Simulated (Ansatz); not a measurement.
# YbI2 (P-3m1): phonons and vibrational spectra, part 2 of 2

Wanted: phonon frequencies of YbI2 (P-3m1) and what follows from them.

Ansatz 0.2.0; DFT PBEsol+U, scalar-relativistic, plane waves, PAW.

So far. Step 4 (Tight relaxation): The largest force component left is 0.11 meV/Å and the pressure is 0.001 GPa, within the tolerances set. The cell now holds 40.01 Å³/atom. Step 5 (Linear response at the zone centre): Before it was imposed, the acoustic sum rule was missed by 3.3e-5 eV/Å² and the charge sum rule by 0.0080 e. Small misses are needed for a sound result but don't prove that mesh and cutoff are converged. The relaxed cell has a = 4.417, c = 7.105 Å (conventional setting).

## (6) Phonons on a q mesh

Stability and thermal properties need the whole zone. Linear response on a 3×3×2 q mesh gives force constants as far as a supercell of that size would, and the tensors from the zone-centre run are typed in so that the long-range dipole term is interpolated apart.

input.yaml reads:

```yaml
crystal:
  lattice:
    - [4.4168717702, 0.0, 0.0]
    - [-2.2084358851, 3.8251231582, 0.0]
    - [0.0, 0.0, 7.1047133531]
  atoms:
    - { symbol: Yb, position: [0.0, 0.0, 0.0] }
    - { symbol: I, position: [0.3333333333, 0.6666666667, 0.7503025151] }
    - { symbol: I, position: [0.6666666667, 0.3333333333, 0.2496974849] }
kpoints:
  mp_grid: { grid: [6, 6, 4] }
hamiltonian:
  xc: pbesol
  hubbard: { sites: [{ species: Yb, l: f, u_eff: 6.0 }] }
scf:
  occupations: { method: fixed }
  convergence: { dr2_threshold: 1.0e-10 }
output:
  eigenvalues: true
phonons:
  method: dfpt
  qmesh: [3, 3, 2]
  temperatures: { t_max: 1000, t_step: 50 }
  qpath:
    path:
      - [[0.0, 0.0, 0.0], [0.5, 0.0, 0.0], [0.33333333, 0.33333333, 0.0], [0.0, 0.0, 0.0], [0.0, 0.0, 0.5], [0.5, 0.0, 0.5], [0.33333333, 0.33333333, 0.5], [0.0, 0.0, 0.5]]
      - [[0.5, 0.0, 0.5], [0.5, 0.0, 0.0]]
      - [[0.33333333, 0.33333333, 0.5], [0.33333333, 0.33333333, 0.0]]
    npoints: 10
  non_analytic_term:
    high_frequency_dielectric_tensor: [[4.3128, 0.0, 0.0], [0.0, 4.3128, 0.0], [0.0, 0.0, 3.6744]]
    born_effective_charges:
      - { species: Yb, tensor: [[2.4953, 0.0, 0.0], [0.0, 2.4953, 0.0], [0.0, 0.0, 1.4213]] }
      - { species: I, tensor: [[-1.2476, 0.0, 0.0], [0.0, -1.2476, 0.0], [0.0, 0.0, -0.7106]] }
      - { species: I, tensor: [[-1.2476, 0.0, 0.0], [0.0, -1.2476, 0.0], [0.0, 0.0, -0.7106]] }
    source: "zone-centre run at this cell"
```

Launch:

```
$ ansatz run input.yaml --threads 4 --pin off --max-ram 14336MiB --backend cpu --events-out ev --progress --plain --runs-dir out
```

The job ended after 6.5 min (4 threads of Arm Neoverse V1, shared host; peak memory 3.1 GiB; 24 min of CPU time).

Numbers from this step:

- sum-rule residual before enforcement: 1.21e-4 eV/Å²
- lowest frequency on the path: 0 cm⁻¹
- highest frequency on the path or at a solved wavevector: 131.9 cm⁻¹
- mean frequency: 74.1 cm⁻¹
- Debye temperature (second moment): 149 K
- logarithmic mean frequency: 65.2 cm⁻¹
- lowest mode on the q mesh (acoustic modes at Γ apart): 10.05 cm⁻¹
- zero-point energy per atom: 13.79 meV
- heat capacity at 300 K: 24.64 J/(mol atoms K)
- vibrational entropy at 300 K: 54.10 J/(mol atoms K)
- edges of the widest gap between branches, on path and mesh: 56.9, 71.7 cm⁻¹

Frequencies (cm⁻¹) solved at each irreducible wavevector; negative means imaginary. Frequencies by wavevector, by row:

```
q in reciprocal lattice units  star  mode 1  mode 2  mode 3  mode 4  mode 5  mode 6  mode 7  mode 8  mode 9
                        0 0 0     1       0       0       0    73.2    73.2    92.8    93.6    93.6   122.9
                     0 0 -0.5     1    10.1    10.1    18.3    72.2    72.2    90.4      94      94   131.9
                   0 0.3333 0     6    24.9    32.1    51.6    71.7    82.4    88.7    95.9   102.7   120.5
                0 0.3333 -0.5     6    24.3    31.8      50    72.2    83.7    88.8    95.8   103.2   117.7
              0.3333 0.3333 0     2    29.5    53.2    53.2    77.9    77.9    86.1    97.3   109.1   109.1
           0.3333 0.3333 -0.5     2    31.1    54.3    54.3    76.2    76.2    85.5    97.8   109.7   109.7
```

Interpolated from a 3×3×2 q mesh, with the LO-TO term (at Γ the limit along the path; where Γ stands inside the path, tables give the limit on arrival). Phonon branches along the path, in cm⁻¹:

```
    point  branch 1  branch 2  branch 3  branch 4  branch 5  branch 6  branch 7  branch 8  branch 9
        Γ         0         0         0        73        73        93        94       120       123
  halfway        18        26        43        72        81        89        95       109       121
        M        31        38        57        72        80        90        96        99       119
  halfway        30        45        56        75        78        88        98       102       116
        K        30        53        53        78        78        86        97       109       109
  halfway        20        32        46        75        78        88        98       109       118
        Γ         0         0         0        73        73        93        94       120       123
  halfway         7         7        13        73        73        92        94        94       132
        A        10        10        18        72        72        90        94        94       132
  halfway        21        26        42        72        83        88        95       108       117
        L        28        38        56        73        81        92        96       100       118
  halfway        30        45        56        75        78        88        99       103       115
        H        31        54        54        76        76        86        98       110       110
  halfway        22        32        44        74        80        88        98       111       112
        A        10        10        18        72        72        90        94        94       132
jump to L        28        38        56        73        81        92        96       100       118
  halfway        30        38        56        72        80        91        96        99       119
        M        31        38        57        72        80        90        96        99       119
jump to H        31        54        54        76        76        86        98       110       110
  halfway        30        54        54        77        77        86        98       109       109
        K        30        53        53        78        78        86        97       109       109
```

Tetrahedra on a 18×18×10 mesh, mean over bins of 2 cm-1. Interpolated from a 3×3×2 q mesh. The phonon density of states by wavenumber; read off at these points:

```
wavenumber (cm⁻¹)  phonon density of states (1/cm⁻¹/cell)
              1.0                                  1.1e-4
              5.0                                 0.00275
             11.0                                  0.0183
             15.0                                  0.0313
             19.0                                  0.0545
             23.0                                  0.0635
             29.0                                   0.179
             33.0                                  0.0380
             37.0                                  0.0633
             41.0                                  0.0516
             47.0                                  0.0481
             51.0                                  0.0564
             55.0                                   0.158
             61.0                                       0
             65.0                                       0
             69.0                                       0
             73.0                                   0.291
             79.0                                   0.169
             83.0                                  0.0406
             87.0                                   0.165
             89.0                                   0.269
             93.0                                  0.0118
             97.0                                   0.188
             99.0                                   0.239
            101.0                                  0.0748
            105.0                                   0.100
            111.0                                  0.0503
            115.0                                   0.104
            119.0                                   0.115
            123.0                                  0.0149
            129.0                                  0.0066
            133.0                                       0
```

The partial phonon density of states has structure finer than the step of the table below, so its rows give means over 5 cm⁻¹, whole bins alone (the curve runs from -10 to 146 cm⁻¹). Peaks (cm⁻¹: height): I 28.2: 0.0583, 54.7: 0.0538, 74.3: 0.180, 88.0: 0.167, 97.8: 0.0931; Yb 29.2: 0.0541, 54.7: 0.0403, 97.8: 0.0871, 117.4: 0.067.

Phonopy on the run's constants, 15x15x9 mesh, Gaussian sigma 2.0 cm-1. Interpolated from a 3×3×2 q mesh. Table of partial phonon density of states by wavenumber; means over each step; values in 1/cm⁻¹/cell:

```
wavenumber (cm⁻¹)        I       Yb
               -5   2.1e-5   1.3e-5
                0   3.3e-4   2.3e-4
                5  0.00248  0.00170
               10  0.00880  0.00608
               15   0.0201   0.0141
               20   0.0316   0.0232
               25   0.0459   0.0382
               30   0.0517   0.0472
               35   0.0285   0.0244
               40   0.0300   0.0257
               45   0.0261   0.0218
               50   0.0332   0.0257
               55   0.0460   0.0345
               60  0.00720  0.00541
               65  0.00108   1.9e-5
               70   0.0684   3.7e-4
               75    0.171  0.00210
               80    0.128  0.00369
               85   0.0904  0.00131
               90    0.126  0.00591
               95   0.0639   0.0558
              100   0.0732   0.0679
              105   0.0400   0.0434
              110   0.0289   0.0368
              115   0.0396   0.0578
              120   0.0300   0.0447
              125  0.00609  0.00854
              130  0.00218  0.00305
              135   2.6e-4   3.7e-4
              140   5.0e-7   1.0e-6
```

Harmonic thermodynamic functions per atom, from the density of states. Interpolated from a 3×3×2 q mesh. Thermodynamic functions, by row:

```
T (K)  F_vib (meV/atom)  S (J/mol-atom/K)  C_V (J/mol-atom/K)
    0             13.79                 0                   0
   50             10.84             13.94                  17
  100             -0.24             27.87               22.41
  200            -38.44             44.18               24.26
  300             -89.7              54.1               24.64
  400            -149.6             61.21               24.77
  500              -216             66.74               24.83
  600            -287.6             71.27               24.86
  700            -363.5             75.11               24.88
  800            -443.1             78.43                24.9
  900              -526             81.36               24.91
 1000            -611.7             83.99               24.91
```

Harmonic mean-square displacement, third of the trace. Interpolated from a 3×3×2 q mesh. Mean square displacements, by row:

```
T (K)  Yb1 U_eq (Å²)  I2 U_eq (Å²)  I3 U_eq (Å²)
    0        0.00199       0.00238       0.00238
  100        0.01023       0.01051       0.01051
  300        0.03009       0.03069       0.03069
  600        0.06006       0.06123       0.06123
```

Symmetry leaves 6 wavevectors to solve. The lowest mode among them, the acoustic zeros apart, lies at q = (0, 0, -0.5) and is real, 10.1 cm⁻¹.

## (7) What came out

- space group after relaxation (within 0.01 Å): P-3m1
- volume per atom: 40.0 Å³
- gap on the k-mesh: 2.92 eV
- highest optical mode at the zone centre (no LO-TO term): 123 cm⁻¹
- top of the zone-centre spectrum with the field: 132 cm⁻¹
- lowest optical zone-centre mode: 73.2 cm⁻¹
- mean high-frequency dielectric constant: 4.10
- mean static dielectric constant: 6.16
- largest Born charge (third of the trace): 2.14 e
- lowest mode on the q mesh (acoustic modes at Γ apart): 10.1 cm⁻¹
- highest frequency on the path or at a solved wavevector: 132 cm⁻¹
- zero-point energy per atom: 13.8 meV
- heat capacity at 300 K: 24.6 J/(mol atoms K)
- vibrational entropy at 300 K: 54.1 J/(mol atoms K)
- Debye temperature (second moment): 149 K
- imaginary modes on the 3×3×2 q mesh: none

What this shows: The structure is a minimum as far as tested: no mode is imaginary at the 6 irreducible wavevectors of the 3×3×2 mesh, and the softest away from the acoustic zeros lies at 10 cm⁻¹. Without the field, the optical modes at Γ span 73 to 123 cm⁻¹. With the macroscopic field of the longitudinal modes the top of the zone-centre spectrum lies at 132 cm⁻¹, against 123 cm⁻¹ without it. Lattice motion raises the mean dielectric constant from 4.100 to 6.165. The strongest infrared line is at 94 cm⁻¹. On the path and the mesh, the widest gap between branches runs from 57 to 72 cm⁻¹. The program warns that the interpolation holds no quadrupole term, so branches close to Γ can be off in this crystal. Spin-orbit coupling is left out, which can matter for the heavy elements here. These are harmonic frequencies at zero temperature: anharmonic shifts, linewidths and thermal expansion are left out.

[Logs are printed without paths, hosts, clocks, repeated set-up lines and the standing remarks that a program may print on its own settings, such as how far it seeks lower states.]

[Hosts, paths, dates, database ids (printed as entryN), source tags and the programs' standing remarks are cut or masked in the printed files.]
